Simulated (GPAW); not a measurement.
**A GW chain in GPAW: SnS2 (1T monolayer)**

The cell holds 3 atoms: 1 Sn and 2 S. Its edges and angles: a = 3.613 Å, b = 3.613 Å, c = 13.900 Å, α = 90.0°, β = 90.0°, γ = 120.0°. Vacuum lies along c.

```yaml
method: DFT, LDA, plane waves, PAW (and 1 further level or step)
program: GPAW 26.7.0
settings: cutoff 450 eV, GPAW PAW setups 1.2.1 data release, 9×9×1 k-mesh, nbands 265
cost: 4 runs, 3.7 min in all on 8 MPI ranks of Arm Neoverse V2, shared host
notes: The structure was relaxed with LDA. Limits: no spin-orbit coupling.
lda_gap: 1.47 eV, indirect
g0w0_gap_on_the_mesh: 3.15 eV
g0w0_gap_over_the_zone_rigid_shift: 3.09 eV
gw_settings: 9×9×1 mesh, 118 bands, screening to 48 eV, full frequency, Hilbert transform
known_limits: short of the basis limit; no spin-orbit coupling
```

G0W0 moves the gap on the mesh from 1.54 eV to 3.15 eV (+1.61 eV), with Z of 0.75 and 0.78 at the edges. The mesh misses the band edges by 0.07 eV in all; a rigid shift gives 3.09 eV for the zone.

[Long decimals in the printed logs are rounded to 6 places.]

[Logs are printed without paths, hosts, clocks, repeated set-up lines and the standing remarks that a program may print on its own settings, such as how far it seeks lower states.]

[Paths, hosts, dates, memory and timing lines, banners, echoed tables and standing remarks are left out of the program output; an Ansatz launch command may be rebuilt from the run's recorded settings. Measured values are a selection of at most five: reports struck by readers or far from the other reports are left out. None is set beside runs whose start may be inverted or whose files or cutoffs have a known fault.]

[Runs of the session that timed out or met a known fault of the program may be left out.]

[Hosts, paths, dates, database ids (printed as entryN), source tags and the programs' standing remarks are cut or masked in the printed files.]

[Where the starting crystal was built by hand or by swapping elements, it need not be the compound's stable phase.]
